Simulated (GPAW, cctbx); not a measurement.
# By hand: from a DFT structure factor to an extinction distance in Y3Zn

Y3Zn, Pm-3m (no. 221), a = 4.7694 Å, b = 4.7694 Å, c = 4.7694 Å, α = 90.00°, β = 90.00°, γ = 90.00°.

```
atom  mult.    x    y  z
  Y1      3  1/2  1/2  0
 Zn1      1    0    0  0
```

The cell comes from substitution in a known structure type and wasn't matched to any measured phase.

A DFT run (GPAW, PBE, 450 eV, 5×5×5 k-points, Fermi–Dirac width 0.1 eV) gives the static X-ray structure factor of 010 as 7.487 e for the conventional cell; superposed free atoms give 7.377 e. **Problem.** Find the Fourier component V of the crystal potential and the two-beam extinction distance at 300 kV in both cases.

## Step 1: Geometry

The cell volume is Ω = 108.49 Å³ and d(010) = 4.7694 Å, so g = 1/d = 0.2097 Å⁻¹.

## Step 2: The nuclei

Electrons feel nuclei as well as electrons, so the nuclear charges are summed with the same phases.

Phase sums Σ exp(2πi h·x), turned so that the total is real and positive: Y +1.000, Zn -1.000. Then F_Z = 39 × (+1.000) + 30 × (-1.000) = 9.00 e. The electron term has the same sign for this reflection.

## Step 3: Mott–Bethe

Poisson's equation, term by term, gives V = (e/4πε₀)(F_Z − F)/(πΩg²), with e/4πε₀ = 14.3996 V Å.

The prefactor is 14.3996 × 4.7694²/(π × 108.49) = 0.96101 V per electron. Free atoms: (9.00 − 7.377) × 0.96101 = 1.560 V. Crystal: (9.00 − 7.487) × 0.96101 = 1.454 V. F changes by +1.49 % and V by -6.8 %: the same 0.11 e is measured against F_Z − F = 1.6 e in place of F = 7.4 e.

## Step 4: Extinction distance

In the two-beam case ξ = 1/(λU) with U = 2γm₀eV/h², that is ξ = 150.41 V Å²/(γλV).

At 300 kV, λ = 0.01969 Å and γ = 1.5871. Free atoms: ξ = 3086 Å. Crystal: ξ = 3311 Å. The thickness fringes go as sin²(πt/ξ), so the two patterns slip by a quarter of a period when t|1/ξ₁ − 1/ξ₀| = 1/4, at t ≈ 1138 nm, thicker than usual samples. Thermal motion, absorption and many-beam coupling, left out here, change a real pattern.

## Step 5: Answer

V(010) is 1.45 V against 1.56 V, and ξ is 3311 against 3086 Å. Limits: static atoms, two beams.

[Outputs are excerpts: Python notices, other lines and further rows are left out; steps that failed or that the build refused (PBEsol, TPSS) are not shown.]

[Logs are printed without paths, hosts, clocks, repeated set-up lines and the standing remarks that a program may print on its own settings, such as how far it seeks lower states.]
